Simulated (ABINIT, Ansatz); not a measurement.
# NbB2 (P6/mmm): zone-centre phonons

Which modes does NbB2 (P6/mmm) have at the zone centre?

Method: DFT LDA, scalar-relativistic, plane waves, JTH PAW pseudopotentials, in ABINIT 10.8.3.

The database entry behind the starting cell differs from later determinations by our own check (an axis about 1.2 % long against later determinations), so it need not match the best structure at ambient conditions.

## 1. The structure

Symmetry: P6/mmm, No. 191, hexagonal system. The conventional cell has a = 3.073 Å, b = 3.073 Å, c = 3.279 Å, α = 90.00°, β = 90.00°, γ = 120.00°. Nearest to Nb lie 12 B at 2.42 Å. Nearest to B lie 3 B at 1.77 Å and 6 Nb at 2.42 Å. Farther neighbours are not listed.

## 2. Relaxing the cell and atoms

The harmonic expansion needs vanishing forces, and a free crystal bears no stress, so cell and atoms are brought to rest. Stress is more sensitive to the basis than forces are: the last 3 Ha under the cutoff are smoothed with ecutsm, and the cutoff is raised above that of the later runs.

The starting cell comes from a relaxation made beforehand in Ansatz (LDA, PAW).

relax.abi

```
# relaxation
ionmov 2
optcell 2
dilatmx 1.08
ntime 40
tolmxf 1.0d-05
tolvrs 1.0d-14
prtwf 0
prtden 0
chksymtnons 0

# basis, mesh and filling
ecut 24.0
ecutsm 3.0
pawecutdg 48.0
ngkpt 12 12 8
nshiftk 1
shiftk 0.0 0.0 0.0
istwfk *1
occopt 7
tsmear 0.01
nband 16
nstep 100
diemac 1000000.0
prtebands 0
prtgsr 0

# cell and atoms
acell 3*1.0 Angstrom
rprim 
    3.072905876 0.0 0.0
    -1.536452938 2.661214552 0.0
    0.0 0.0 3.278525197
ntypat 2
znucl 41 5
natom 3
typat 1 2 2
xred 
    0.0 0.0 0.0
    1/3 2/3 0.5
    2/3 1/3 0.5
pp_dirpath "./pseudo"
pseudos "Nb.xml, B.xml"
```

Command:

```bash
$ OMP_NUM_THREADS=1 mpirun -n 4 abinit relax.abi > relax.log
```

Numbers of over 12 decimals in the logs are rounded to 6 here.

relax.abo, the main output file:

```text
[banners, grids, parts of the stress and lines that vanish by symmetry left out]
- input  file    -> relax.abi
- output file    -> relax.abo
- root for input  files -> relaxi
[...]
Symmetries : space group P6/m m m (#191); Bravais hP (primitive hexag.)
[...]
mpw =        1296          nfft =       27000          nkpt =          95
[...]
== DATASET  1 ==================================================================
[...]
cutoff_energies: {ecut:  24.0, pawecutdg:  48.0, }
[...]
ETOT  1  -63.543629971820    -6.354E+01 3.099E-01 3.952E+01
 ETOT  2  -63.571568458402    -2.794E-02 3.497E-02 6.059E+00
 ETOT  3  -63.567359115352     4.209E-03 1.871E-02 5.019E-01
 ETOT  4  -63.567584591855    -2.255E-04 6.615E-03 4.162E-03
 ETOT  5  -63.567586079981    -1.488E-06 5.126E-03 1.216E-03
[...]
At SCF step   16       nres2   =  9.51E-15 < tolvrs=  1.00E-14 =>converged.
[...]
sigma(1 1)=  5.31162356E-06  sigma(3 2)=  0.00000000E+00
  sigma(2 2)=  5.31162412E-06  sigma(3 1)=  0.00000000E+00
  sigma(3 3)= -1.76192238E-06  sigma(2 1)=  0.00000000E+00
[...]
convergence: {deltae:  3.553E-13, res2:  9.506E-15, residm:  9.937E-05, diffor: null, }
etotal    :  -6.35675851E+01
[...]
ETOT  1  -63.567585906128    -6.357E+01 4.401E-04 3.232E-04
[...]
At SCF step   10       nres2   =  1.54E-15 < tolvrs=  1.00E-14 =>converged.
[...]
sigma(1 1)=  1.56903967E-06  sigma(3 2)=  0.00000000E+00
  sigma(2 2)=  1.56904023E-06  sigma(3 1)=  0.00000000E+00
  sigma(3 3)= -3.16237390E-06  sigma(2 1)=  0.00000000E+00
[...]
convergence: {deltae: -3.126E-13, res2:  1.536E-15, residm:  3.682E-06, diffor: null, }
etotal    :  -6.35675854E+01
[...]
ETOT  1  -63.567585707171    -6.357E+01 3.370E-03 1.474E-04
[...]
At SCF step    9       nres2   =  1.11E-15 < tolvrs=  1.00E-14 =>converged.
[...]
sigma(1 1)= -3.59781239E-07  sigma(3 2)=  0.00000000E+00
  sigma(2 2)= -3.59780679E-07  sigma(3 1)=  0.00000000E+00
  sigma(3 3)= -2.17098200E-06  sigma(2 1)=  0.00000000E+00
[...]
convergence: {deltae: -8.527E-14, res2:  1.108E-15, residm:  1.207E-06, diffor: null, }
etotal    :  -6.35675855E+01
[...]
ETOT  1  -63.567585597435    -6.357E+01 1.149E-06 6.004E-05
[...]
At SCF step    9       nres2   =  3.73E-15 < tolvrs=  1.00E-14 =>converged.
[...]
sigma(1 1)= -4.12203464E-07  sigma(3 2)=  0.00000000E+00
  sigma(2 2)= -4.12202905E-07  sigma(3 1)=  0.00000000E+00
  sigma(3 3)= -5.98075070E-07  sigma(2 1)=  0.00000000E+00
[...]
convergence: {deltae: -1.350E-13, res2:  3.727E-15, residm:  1.460E-06, diffor: null, }
etotal    :  -6.35675855E+01
[...]
ETOT  1  -63.567585505015    -6.357E+01 1.608E-06 7.164E-06
[...]
ETOT  7  -63.567585491896     5.400E-13 4.775E-07 4.815E-13
 ETOT  8  -63.567585491897    -6.395E-13 9.417E-07 8.117E-15
 At SCF step    8       nres2   =  8.12E-15 < tolvrs=  1.00E-14 =>converged.
[...]
sigma(1 1)= -8.32829444E-08  sigma(3 2)=  0.00000000E+00
  sigma(2 2)= -8.32823851E-08  sigma(3 1)=  0.00000000E+00
  sigma(3 3)= -4.82374272E-08  sigma(2 1)=  0.00000000E+00
[...]
convergence: {deltae: -6.395E-13, res2:  8.117E-15, residm:  9.417E-07, diffor: null, }
etotal    :  -6.35675855E+01
[...]
At Broyd/MD step   5, gradients are converged :
[...]
sigma(1 1)= -8.32829444E-08  sigma(3 2)=  0.00000000E+00
  sigma(2 2)= -8.32823851E-08  sigma(3 1)=  0.00000000E+00
  sigma(3 3)= -4.82374272E-08  sigma(2 1)=  0.00000000E+00
[...]
- sigma(1 1)= -2.45026882E-03  sigma(3 2)=  0.00000000E+00
- sigma(2 2)= -2.45025236E-03  sigma(3 1)=  0.00000000E+00
- sigma(3 3)= -1.41919411E-03  sigma(2 1)=  0.00000000E+00
[...]
fcart     -0.0000000000E+00 -0.0000000000E+00 -0.0000000000E+00
           strten     -8.3282944398E-08 -8.3282385054E-08 -4.8237427244E-08
================================================================================

[key lines of the parts left out:]
pressure_GPa:   2.1066E-03
Total energy DC (eV): -1.05180093317787E+05
```

Run time: 91 s. Hardware: 4 MPI ranks of Intel Xeon at 2.70GHz, shared host.

Little changed from the start: no atom moved by 0.005 Å and no cell edge by 0.1 %.

Read from the output:

```yaml
volume_per_atom: 8.935 Å³
pressure: 0.002107 GPa
gap_on_the_k_mesh: 0 eV
```

## 3. Self-consistent run for the response

First-order wavefunctions inherit every error of the ground state, hence the very tight tolvrs. Occupations are smeared.

gs.abi

```
# ground state
tolvrs 1.0d-16
prtden 1
prtwf 1

# basis, mesh and filling
ecut 18.0
pawecutdg 36.0
ngkpt 12 12 8
nshiftk 1
shiftk 0.0 0.0 0.0
istwfk *1
occopt 7
tsmear 0.01
nband 16
nstep 100
diemac 1000000.0
prtebands 0
prtgsr 0

# cell and atoms
acell 3*1.0 Angstrom
rprim 
    3.071944681 0.0 0.0
    -1.535972341 2.660382133 0.0
    0.0 0.0 3.279769142
ntypat 2
znucl 41 5
natom 3
typat 1 2 2
xred 
    0.0 0.0 0.0
    1/3 2/3 0.5
    2/3 1/3 0.5
pp_dirpath "./pseudo"
pseudos "Nb.xml, B.xml"
```

Command:

```bash
$ OMP_NUM_THREADS=1 mpirun -n 4 abinit gs.abi > gs.log
```

gs.abo, the main output file:

```text
[banners, grids, parts of the stress and lines that vanish by symmetry left out]
- input  file    -> gs.abi
- output file    -> gs.abo
- root for input  files -> gsi
[...]
Symmetries : space group P6/m m m (#191); Bravais hP (primitive hexag.)
[...]
mpw =         684          nfft =       13824          nkpt =          95
[...]
== DATASET  1 ==================================================================
[...]
cutoff_energies: {ecut:  18.0, pawecutdg:  36.0, }
[...]
ETOT  1  -63.553106105134    -6.355E+01 4.291E-01 1.998E+01
 ETOT  2  -63.570035189030    -1.693E-02 7.471E-02 2.919E+00
 ETOT  3  -63.566485524656     3.550E-03 9.849E-03 2.501E-01
 ETOT  4  -63.566707148284    -2.216E-04 2.857E-03 1.979E-03
 ETOT  5  -63.566707955042    -8.068E-07 1.224E-03 5.588E-04
[...]
ETOT 18  -63.566707117765     6.395E-14 8.314E-05 1.491E-15
 ETOT 19  -63.566707117765     3.553E-14 2.997E-05 1.930E-17
 At SCF step   19       nres2   =  1.93E-17 < tolvrs=  1.00E-16 =>converged.
[...]
sigma(1 1)=  8.31878320E-06  sigma(3 2)=  0.00000000E+00
  sigma(2 2)=  8.31878080E-06  sigma(3 1)=  0.00000000E+00
  sigma(3 3)=  7.91191148E-06  sigma(2 1)=  2.56941982E-12
[...]
convergence: {deltae:  3.553E-14, res2:  1.930E-17, residm:  2.997E-05, diffor: null, }
etotal    :  -6.35667071E+01
[...]
sigma(1 1)=  8.31878320E-06  sigma(3 2)=  0.00000000E+00
  sigma(2 2)=  8.31878080E-06  sigma(3 1)=  0.00000000E+00
  sigma(3 3)=  7.91191148E-06  sigma(2 1)=  2.56941982E-12
[...]
- sigma(1 1)=  2.44747052E-01  sigma(3 2)=  0.00000000E+00
- sigma(2 2)=  2.44746981E-01  sigma(3 1)=  0.00000000E+00
- sigma(3 3)=  2.32776472E-01  sigma(2 1)=  7.55949409E-08
[...]
fcart     -7.7306431600E-30 -4.4632889105E-30 -0.0000000000E+00
           strten      8.3187832011E-06  8.3187808011E-06  7.9119114756E-06
================================================================================

[key lines of the parts left out:]
pressure_GPa:  -2.4076E-01
Total energy DC (eV): -1.05180069416009E+05
```

Run time: 33 s. Hardware: 4 MPI ranks; 2.2 min of CPU time.

Numbers from this step:

```yaml
pressure: -0.2408 GPa
```

The cell stands at -0.24 GPa: the relaxation ran with a smoothed and higher cutoff, and the difference is a stress of the finite basis.

(Part 1 of 3 ends here.)

[Host names and launcher messages were left out of these logs when they were recorded.]

[Logs are printed without paths, hosts, clocks, repeated set-up lines and the standing remarks that a program may print on its own settings, such as how far it seeks lower states.]

[Hosts, paths, dates, database ids (printed as entryN), source tags and the programs' standing remarks are cut or masked in the printed files.]
